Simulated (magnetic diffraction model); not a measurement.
# Moment size from magnetic intensity in DyCo2Sn2

Space group I4/mmm (no. 139), a = 4.3680 Å, c = 10.0250 Å.

```csv
site,atom,x,y,z
2a,Dy,0,0,0
4e,Sn,1/2,1/2,0.1258
4d,Co,1/2,0,1/4
```

The compound is invented for this exercise: a known structure type with other elements, its cell scaled to their sizes and not relaxed.

Only Dy and Co are taken to order (form factors of Dy3+ and Co2+); orders and moment sizes are assumed, and not adapted to the symmetry. Radiation: neutrons of λ = 2.567 Å (absorption by Dy left out), 3° to 100°; isotropic B of 0.47 Å² (Dy), 0.55 Å² (Sn) and 0.54 Å² (Co). The intensities are simulated: I ∝ L Σ (|F_N|² + |F_M⊥|²) for unpolarised neutrons, with F_M = 2.695 fm/μB × Σ f(s) S exp(2πi Q·r) exp(−B s²) at Q = H ± k (one set where k and −k are equivalent), only the part normal to Q counting and L = 1/(sin²θ cos θ). For collinear order S is the moment m, which repeats by lattice and centring translations R with the sign exp(−2πi k·R). Form factors are spin-only for 3d ions and dipole or tabulated for f ions, scattering lengths are Sears's of 1992, and absorption is left out. A label names one of the reflections at its angle. The strongest nuclear line in the range is 100, and lines under 0.2 are left out.

In a first state the assumed order is k = (1/2 0 1/2), collinear moments along [101], 9.1 μB on Dy and 2.49 μB on Co; signs + at (0, 0, 0), − at (1/2, 0, 1/4), + at (0, 1/2, 1/4), with this pattern:

| 2θ (°) | index | nuclear | magnetic |
| --- | --- | --- | --- |
| 18.44 | (1/2 0 1/2) | 0.0 | 154.6 |
| 27.99 | (1/2 0 -3/2) | 0.0 | 22.5 |
| 29.67 | (0 0 2) | 16.7 | 0.0 |
| 37.39 | (1 0 1) | 20.7 | 0.0 |
| 39.11 | (1/2 1 -1/2) | 0.0 | 30.4 |
| 44.73 | (1/2 1 3/2) | 0.0 | 62.9 |
| 49.11 | (1 1 0) | 56.6 | 0.0 |
| 52.90 | (3/2 0 -1/2) | 0.0 | 32.4 |
| 54.60 | (1/2 1 -5/2) | 0.0 | 47.8 |
| 56.27 | (1/2 0 -7/2) | 0.0 | 13.4 |
| 57.47 | (3/2 0 3/2) | 0.0 | 3.3 |
| 57.84 | (1 0 3) | 96.7 | 0.0 |
| 58.43 | (1 1 2) | 67.5 | 0.0 |
| 61.61 | (0 0 4) | 2.9 | 0.0 |
| 64.50 | (3/2 1 1/2) | 0.0 | 9.4 |
| 66.01 | (3/2 0 -5/2) | 0.0 | 5.3 |
(The table stops after 16 lines; 20 more lie at higher angle.)

**Question.** Nearer the ordering temperature the line at 18.44° has total intensity 75.7 on the same scale, and all moments have shrunk alike. How large is the Dy moment?

The nuclear part, 0.0, stays, so the magnetic part is 75.7 against 154.6. It goes as m², so m = 9.1 × √(75.7/154.6) = 6.37 μB; the value used was 6.37 μB.

[Logs are printed without paths, hosts, clocks, repeated set-up lines and the standing remarks that a program may print on its own settings, such as how far it seeks lower states.]
